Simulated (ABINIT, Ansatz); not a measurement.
# Calculated records

### PtS2 (P-3m1): one start, several treatments of the self-energy

The structure is trigonal, space group P-3m1 (No. 164). The conventional cell has a = 3.549 Å, b = 3.549 Å, c = 5.597 Å, α = 90.00°, β = 90.00°, γ = 120.00°. Nearest to Pt lie 6 S at 2.39 Å. Nearest to S lie 3 Pt at 2.39 Å. Farther neighbours, and contacts between anions beyond the nearest, are not listed.

```yaml
method: RPA screening on LDA, plane waves, norm-conserving pseudopotentials (and 4 further levels or steps)
program: ABINIT 10.8.3
settings: cutoff 34 Ha, PseudoDojo scalar-relativistic 0.4.1 standard, norm-conserving, ngkpt (3, 3, 2), nband 89, ecuteps 5.2 Ha, inclvkb 2, shiftk (0, 0, 0), symchi 1, awtr 1, frequency ppm, 3×3×2 k-mesh
cost: 7 runs, 3.4 min in all on 4 MPI ranks of Arm Neoverse N1, shared host
notes: The program’s warnings: nkpt*nsppol () is not a multiple of nproc spkpt (). The cell and positions are those that the Materials Project relaxed with its own functionals (PBE, PBE+U or r2SCAN), kept fixed. Limits: no spin polarisation; d states lean on the start; no spin-orbit coupling. Static COHSEX lies above G0W0: it lacks the factor Z and overstates the Coulomb hole of the filled states. The 3×3×2 mesh is coarse for this cell, which bears on the long-range parts of exchange and screening. The runs have no spin polarisation. For a closed low-spin shell that is the natural state; where a d or f shell is open it is a constraint, and the gap is then not the crystal’s own.
g0w0_godby_needs_plasmon_pole: 2.558 eV
g0w0_von_der_linden_horsch_plasmon_pole: 2.798 eV
g0w0_hybertsen_louie_plasmon_pole: 2.722 eV
one_shot_cohsex: 3.047 eV
one_shot_hartree_fock: 6.909 eV
known_limits: short of the basis limit; no spin polarisation; d states lean on the start; no spin-orbit coupling; coarse k mesh
```

G0W0, von der Linden-Horsch plasmon pole: +0.240 eV against G0W0, Godby-Needs plasmon pole. G0W0, Hybertsen-Louie plasmon pole: +0.164 eV against G0W0, Godby-Needs plasmon pole.

[Long decimals in the printed logs are rounded to 6 places.]

[Logs are printed without paths, hosts, clocks, repeated set-up lines and the standing remarks that a program may print on its own settings, such as how far it seeks lower states.]

[Paths, hosts, dates, memory and timing lines, banners, echoed tables and standing remarks are left out of the program output; an Ansatz launch command may be rebuilt from the run's recorded settings. Measured values are a selection of at most five: reports struck by readers or far from the other reports are left out. None is set beside runs whose start may be inverted or whose files or cutoffs have a known fault.]

[Runs of the session that timed out or met a known fault of the program may be left out.]

[Hosts, paths, dates, database ids (printed as entryN), source tags and the programs' standing remarks are cut or masked in the printed files.]

[G0W0 gaps are taken among the corrected bands and points alone; a level outside them can change the order at an edge.]

[Where Ansatz stands beside ABINIT at settings called matched, ABINIT's density can come from a denser mesh and the files from another edition; pairs whose starting gaps differed by over 0.03 eV were left out, so agreement reads better than it is.]
